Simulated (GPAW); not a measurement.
# Calculated records

### Quasiparticle gap of CuBiSeO (P4/nmm) in GPAW

The structure is tetragonal, space group P4/nmm (No. 129). Conventional cell: a = 3.950 Å, b = 3.950 Å, c = 9.068 Å, α = 90.00°, β = 90.00°, γ = 90.00°. Cu has 4 Se at 2.52 Å and 4 Cu at 2.79 Å nearest. Nearest to Bi lie 4 O at 2.35 Å and 4 Se at 3.27 Å. Se has 4 Cu at 2.52 Å and 4 Bi at 3.27 Å nearest. O has 4 Bi at 2.35 Å nearest. Farther neighbours and most contacts between anions are not listed.

```xyz
8
Lattice="3.9497 0.0000 0.0000 0.0000 3.9497 0.0000 0.0000 0.0000 9.0675" Properties=species:S:1:pos:R:3 pbc="T T T"
Cu    0.0000    0.0000    4.5338
Cu    1.9749    1.9749    4.5338
Bi    0.0000    1.9749    7.7997
Bi    1.9749    0.0000    1.2678
Se    1.9749    0.0000    6.1008
Se    0.0000    1.9749    2.9667
O     1.9749    1.9749    0.0000
O     0.0000    0.0000    0.0000
```

```yaml
method: DFT, LDA, plane waves, PAW (and 1 further level or step)
program: GPAW 26.7.0
settings_of_one_run: cutoff 600 eV, GPAW PAW setups 1.2.1 data release, 4×4×2 k-mesh, nbands 918
cost: 4 runs, 16 min in all on 4 MPI ranks of Intel Xeon Platinum 8488C (Sapphire Rapids), shared host (the runs of this entry)
notes: The cell and positions are those that the Materials Project relaxed with its own functionals (PBE, PBE+U or r2SCAN), kept fixed. Limits: no spin polarisation; no spin-orbit coupling. Bands and cutoff are finite, so the gap is not at the basis limit. The miss can reach some tenths of an eV and take either sign; the mesh is an error of its own. The 4×4×2 mesh is coarse for this cell, which bears on the long-range parts of exchange and screening. With atoms this heavy and so narrow a gap, spin-orbit coupling can invert the bands. These scalar-relativistic gaps are then model values, not to be set against experiment, and a spin-orbit change taken from DFT can’t simply be added.
lda_gap: 0.13 eV, indirect (only 40 meV under the direct gap)
g0w0_gap_on_the_mesh: 0.71 eV
gw_settings: 4×4×2 mesh, 422 bands, screening to 120 eV, Godby-Needs plasmon pole
```

G0W0 moves the gap on the mesh from 0.13 eV to 0.71 eV (+0.58 eV), with Z of 0.75 and 0.81 at the edges. Only 3 of the mesh's irreducible points were corrected, so a valley elsewhere could overtake.

[Paths, hosts, dates, memory and timing lines, banners, echoed tables and standing remarks are left out of the program output.]

[Logs are printed without paths, hosts, clocks, repeated set-up lines and the standing remarks that a program may print on its own settings, such as how far it seeks lower states.]

[Runs of the session that timed out or met a known fault of the program may be left out.]

[Hosts, paths, dates, database ids (printed as entryN), source tags and the programs' standing remarks are cut or masked in the printed files.]
